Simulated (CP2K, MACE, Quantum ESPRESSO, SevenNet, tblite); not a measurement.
# Bulk modulus two ways: random rutile alloy of IrO2 and SiO2 (96 atoms), tblite GFN1-xTB

The cell holds 96 atoms (12 Si, 64 O and 20 Ir). Recipe: rutile IrO2, 2 x 2 x 4 conventional cells, 12 of 32 Ir sites given to Si at random (x = 0.375), lattice by Vegard's rule (cell 4.378, 4.378, 2.971, 90, 90, 90); every coordinate displaced by a Gaussian of 0.07 Å. Then the atoms were relaxed with MACE MP-0b3 medium in the fixed cell.

Calculated with tblite 0.8.0: tblite GFN1-xTB, tight binding with its own dispersion term; k-points Γ. The cell is scaled evenly by ±3 % in volume, with fractional positions held.

| volume (Å³/atom) | energy less the middle row's (meV/atom) | pressure (GPa) |
| --- | --- | --- |
| 9.2065 | 39.575 | 26.967 |
| 9.4913 | 0.000 | 17.796 |
| 9.7760 | -24.437 | 9.897 |

**Question.** Find the bulk modulus at the middle volume from the pressures and from the energies, and check the printed pressure against the slope of the energy (1 meV/Å³ = 0.16022 GPa).

Worked:

The step is h = 0.2847 Å³. From pressures: B = −V dP/dV = 9.4913 × (26.967 − (9.897)) / (2 × 0.2847) = 284 GPa.

From energies: B = V d²E/dV² = 9.4913 × (39.575 + (-24.437)) / 0.2847² = 1772 meV/Å³ = 284 GPa.

Slope: P = −dE/dV = −(-24.437 − (39.575)) / (2 × 0.2847) = 112 meV/Å³ = 18.01 GPa, against 17.80 GPa printed.

The two moduli agree within 0 %.

A central difference over ±3 % overstates P by about B(1 + B′)(0.03)²/6, some 0.21 GPa for B′ = 4.

Limits: three points, a static cell at zero temperature, the cell shape held; the modulus is that at 17.8 GPa, not at zero pressure.

[Hosts, paths, dates, database ids (printed as entryN), source tags and the programs' standing remarks are cut or masked in the printed files.]
